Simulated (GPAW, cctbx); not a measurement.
# Bonding in TaAsRh as X-rays see it

Question: by how much does bonding change the X-ray structure factors of TaAsRh, how firmly does DFT give the change, and what does a routine refinement make of it?

The start was made by putting kin elements into a known structure type; the compound need not exist, or be stable, in this form. All numbers below are calculated.

## 1. Relax the structure

The density hangs on the geometry, so cell and atoms are relaxed first, with the symmetry held. The cutoff is set higher than for the density because stress converges slowly with plane waves.

Settings: GPAW 26.7.0, PBE, 570 eV, 5×4×4 k-points (along the axes of the calculation cell), Fermi–Dirac width 0.1 eV, BFGS to 0.03 eV/Å.

```text
cell
1.0
     0.000000000    0.000000000    3.910000000
     6.630000000    0.000000000    0.000000000
    -3.315000000    5.741748427    0.000000000
Ta Rh As
3 3 3
Direct
0.500000000 0.000000000 0.582600000
0.500000000 0.417400000 0.417400000
0.500000000 0.582600000 0.000000000
0.000000000 0.000000000 0.262600000
0.000000000 0.737400000 0.737400000
0.000000000 0.262600000 0.000000000
0.000000000 0.666666667 0.333333333
0.000000000 0.333333333 0.666666667
0.500000000 0.000000000 0.000000000
```

```console
$ OMP_NUM_THREADS=1 mpirun -n 4 gpaw python run.py > gpaw.log
```

```text
BFGS:    0      -69.092960        1.075732
BFGS:    1      -69.159349        0.985633
BFGS:    2      -69.402033        0.369022
BFGS:    3      -69.422478        0.180766
...
BFGS:   13      -69.432917        0.047031
BFGS:   14      -69.433182        0.036762
BFGS:   15      -69.433341        0.016378
cell  3.8953 6.4924 6.4924  120.00 90.00 90.00
volume 142.195 A^3, largest force 0.017 eV/A, largest stress 0.14 GPa
```

After 15 steps the volume has changed by -4.5 % and the energy by -0.340 eV; the largest stress left is 0.14 GPa. It took 4.4 min on 4 cores of Arm Neoverse V2 (shared host), peak memory 1.4 GiB.

Relaxed structure: P-62m (no. 189), a = 6.4924 Å, b = 6.4924 Å, c = 3.8953 Å, α = 90.00°, β = 90.00°, γ = 120.00°.

```
atom  mult.    x       y    z
 Ta1      3    0  0.5949  1/2
 Rh1      3    0  0.2662    0
 As1      2  2/3     1/3    0
 As2      1    0       0  1/2
```

## 2. The all-electron density

X-rays see the whole electron density, so the PAW density is rebuilt with its core regions. Subtracting spherical free atoms from the same code cancels the cores and leaves the deformation density Δρ, the part due to bonding.

Settings: PBE, 450 eV, 6×4×4 k-points (along the axes of the calculation cell), Fermi–Dirac width 0.1 eV; primitive cell of 9 atoms.

```console
$ OMP_NUM_THREADS=1 mpirun -n 4 gpaw python run.py > gpaw.log
```

```text
|iter:   1|       0s |  -71.027503 | +0.42 |       |
|iter:   2|       1s |  -70.644629 | -1.57 | -1.21 |
|iter:   3|       2s |  -69.606114 | -1.12 | -1.25 |
...
|iter:  11|      11s |  -69.326030c| -6.48 | -4.61c|
|iter:  12|      13s |  -69.326031c| -7.07 | -5.19c|
|iter:  13|      14s |  -69.326030c| -7.62c| -5.68c|
```

```text
grid (40, 64, 64)  electrons 453.000  moved by bonding 1.957 e
deformation density beyond 0.5 A of the nuclei: max 0.080, min -0.205 e/A^3
atom        x       y       z   Voronoi charge  moment
Ta1    0.5000  0.0000  0.5949      0.190       0.00
Ta2    0.5000  0.4051  0.4051      0.190       0.00
Ta3    0.5000  0.5949  0.0000      0.190       0.00
Rh4    0.0000  0.0000  0.2662     -0.065       0.00
Rh5    0.0000  0.7338  0.7338     -0.065       0.00
Rh6    0.0000  0.2662  0.0000     -0.065       0.00
As7    0.0000  0.6667  0.3333     -0.128       0.00
As8    0.0000  0.3333  0.6667     -0.128       0.00
As9    0.5000  0.0000  0.0000     -0.117       0.00
mean inner potential of superposed free atoms 29.335 V
total magnetic moment 0.000 muB
```

Deformation density in a plane through the shortest contact of the Rh atom at the origin, in 0.01 e/Å³ (clipped at ±99); x from -1.6 to 4.0 Å, y from 2.4 down to -2.4 Å:

```text
  6  -4   .   .   .  -5   1   2   2   2   2   0  -2   2   .  -6
  2  -5  -7   .  -8  -5   0   0   0   1   2   0  -4   .   .   .
  0  -1  -3  -2   1   2   1   0  -1   0   2   2  -2   1  -9  -9
  0   2   4   6   7   5   2   1   0   0   1   4   6   4  -1  -1
  1   2   2   0   1  -1   0   3   2  -2  -4  -2   4   6   4   2
  2   2  -2  -6   . -15  -4   4   5  -4  -7   .  -7  -1   1   0
  2   1  -2  -1   .   .   1   5   6  -6   .   .  -6  -5   0   0
  2   1  -3  -5   .  -5  -4   3   4  -4  -7   .  -7   0   2   1
  0   1  -1  -5  -3  -2  -1   3   2  -1  -4  -2   4   6   3   2
 -1   1   1   1   0   1   2   2   1   0   1   5   7   3  -2  -2
  0   1   1   1   2   2   2   1  -1   0   1   3   0   1  -1  -4
  2   0  -4  -4  -2   1   2   1   0   0   2   1  -7   .   .   .
  1  -3  -5  -2  -3  -2   2   2   0   0   3   4   0  10   .   0
```

Atoms in or within 0.15 Å of the plane: Rh (0.0, 0.0), Rh (3.6, 2.1), Rh (3.6, -2.1), As (2.4, 0.0), As (-0.5, 2.4) Å. Dots mark points within about 0.45 Å of a nucleus; large values next to them are atomic features.

As gains most (-0.12 e) and Ta loses most (+0.19 e), in averages over each element's sites, which isn't the order of electronegativity: valence and coordination count too, and Voronoi cells cut space at the midplane whatever the atoms' sizes. Such charges fall far short of formal ones, since overlapping free atoms already put density on their neighbours. Along the shortest contact from the Rh atom at the map's origin, Rh–As at 2.41 Å, Δρ is +0.07 e/Å³ at the midpoint; the highest value on the line, +0.08, lies at the edge of the range, 0.5 Å from Rh, and is an atomic rather than a bond feature: a modest build-up. At the midpoints of other shortest contacts it is +0.07 (Ta–As, 2.63 Å), +0.05 (Ta–Rh, 2.89 Å) and +0.02 (Rh–Rh, 2.99 Å) e/Å³. Point values carry grid noise of about 0.01 e/Å³. The run needed 13 iterations, 23 s.

## 3. Structure factors

The Fourier components of Δρ, added to those of the free atoms, give the static X-ray structure factors; the Mott–Bethe relation turns them into the Fourier components V of the potential that fast electrons feel.

```text
static structure factors of the conventional cell: F in electrons, V (Mott-Bethe) in volts
   h  k  l      d  |F| table  |F| free   |F| DFT   change   |V| free  |V| DFT  change %
   1  0  0  5.6226    11.779    11.761    11.732   -0.029     0.221    0.250     13.3
   0  0  1  3.8953    50.260    50.280    50.245   -0.035     0.352    0.369      4.9
   1  1  0  3.2462    65.899    65.840    65.658   -0.182     1.487    1.547      4.0
   1  0  1  3.2020    17.138    17.040    16.870   -0.169     0.203    0.259     27.6
   2  0  0  2.8113    74.091    74.075    73.883   -0.192     2.482    2.531      2.0
   1  1  1  2.4938   214.857   214.605   214.234   -0.371     8.935    9.009      0.8
   2  0  1  2.2796   189.387   189.185   188.819   -0.366     7.856    7.918      0.8
   2  1  0  2.1251   144.976   144.748   144.161   -0.587     5.773    5.858      1.5
   0  0  2  1.9477   344.453   343.905   343.068   -0.837    13.340   13.442      0.8
   3  0  0  1.8742   205.048   204.716   204.210   -0.507     8.030    8.087      0.7
   2  1  1  1.8656    62.327    62.226    61.987   -0.239     2.753    2.787      1.2
   1  0  2  1.8404    11.593    11.530    11.565    0.035     0.049    0.045     -7.9
   3  0  1  1.6889     6.564     6.458     6.701    0.243     0.647    0.669      3.4
   1  1  2  1.6701    59.512    59.335    59.595    0.259     1.013    0.995     -1.8
```

The largest X-ray change is -0.84 e on 002, 0.2 % of |F|. For electrons V goes as (Z − F)/g², so a change of F counts against Z − F, which is small at low angle and wherever the atoms' terms cancel: |V| of 101 moves by +27.6 % (0.20 to 0.26 V) against -1.0 % in |F|. The last three rows still change by up to 0.26 e; the table stops while the angles are still low. The tabulated Hartree–Fock atoms differ from the free DFT atoms by up to 0.55 e, so the choice of reference atom matters too.

## 4. The functional ladder

The same geometry is run with other functionals, to see whether the bonding signal is larger than the spread between approximations. Free atoms are LDA for LDA and PBE otherwise; meta-GGAs and hybrids keep PBE cores. Any other changed setting is in the row's label.

```
   run  ΔF 002 (e)  ΔF 210 (e)  ΔF 300 (e)  q(As) (e)  moved (e)  time
   PBE      -0.837      -0.587      -0.507     -0.124      1.957  23 s
   LDA      -0.836      -0.580      -0.504     -0.116      1.885  22 s
r2SCAN      -0.804      -0.581      -0.502     -0.142      2.008  47 s
```

At the base's settings ΔF(002) spans -0.837 to -0.804 e, a spread of 4 % of the PBE value; over the three listed reflections the spread is at most 4 %, so sign and size hold across the functionals. Times are from shared hosts.

## 5. What a spherical-atom refinement makes of it

Routine crystallography fits spherical atoms. To see the bias, intensities are simulated from tabulated atoms plus the DFT change ΔF, so that bonding alone can misfit (4748 reflections of the full sphere, merged to the counts below, to 0.5 Å, 1.5 % proportional noise plus counting noise, assumed isotropic U as listed, Δρ smeared by the mean U) and refined with cctbx over different ranges.

| range | data | R1 | GooF | U Ta1 (true 0.0039) | U Rh1 (true 0.0048) | U As1 (true 0.0053) | U As2 (true 0.0053) | largest shift (Å) | Δρ max, min (e/Å³) |
| --- | --- | --- | --- | --- | --- | --- | --- | --- | --- |
| all data | 477 | 0.0042 | 0.98 | 0.0039 | 0.0048 | 0.0053 | 0.0053 | 0.0001 | 0.47, -0.43 |
| low resolution, d > 0.84 | 110 | 0.0030 | 0.88 | 0.0039 | 0.0048 | 0.0051 | 0.0051 | 0.0006 | 0.20, -0.19 |
| high order, d < 0.75 | 322 | 0.0047 | 0.99 | 0.0039 | 0.0048 | 0.0053 | 0.0053 | 0.0003 | 0.44, -0.35 |
| occupancies free, d > 0.7 | 189 | 0.0035 | 0.98 | 0.0039 | 0.0047 | 0.0054 | 0.0055 | 0.0002 | 0.36, -0.28 |

With all data GooF is 0.98, so at this noise the bonding hardly shows; the top residual peak lies 1.73 Å from Rh and 1.73 Å from Rh. No U is off by more than 3 s.u. at low resolution. With Ta1 held at 1 and the scale free, the other occupancies refine to Rh1 0.998(0.002), As1 1.003(0.003) and As2 1.004(0.003), within three s.u. of full.

## 6. Answer

Bonding moves 1.96 e in the primitive cell of TaAsRh and changes the structure factors of the conventional cell in the table above by at most 0.84 e (002, 0.2 %), and among reflections above 2 % of the strongest by up to 1.0 % (101). The shortest bond, Rh–As, has Δρ = +0.07 e/Å³ at its midpoint. At the base's settings ΔF(002) spans -0.837 to -0.804 e, a spread of 4 % of the PBE value; over the three listed reflections the spread is at most 4 %, so sign and size hold across the functionals. With all data GooF is 0.98, so at this noise the bonding hardly shows. Limits: static density, frozen cores, no spin–orbit coupling.

[Outputs are excerpts: Python notices, other lines and further rows are left out; steps that failed or that the build refused (PBEsol, TPSS) are not shown.]

[Logs are printed without paths, hosts, clocks, repeated set-up lines and the standing remarks that a program may print on its own settings, such as how far it seeks lower states.]
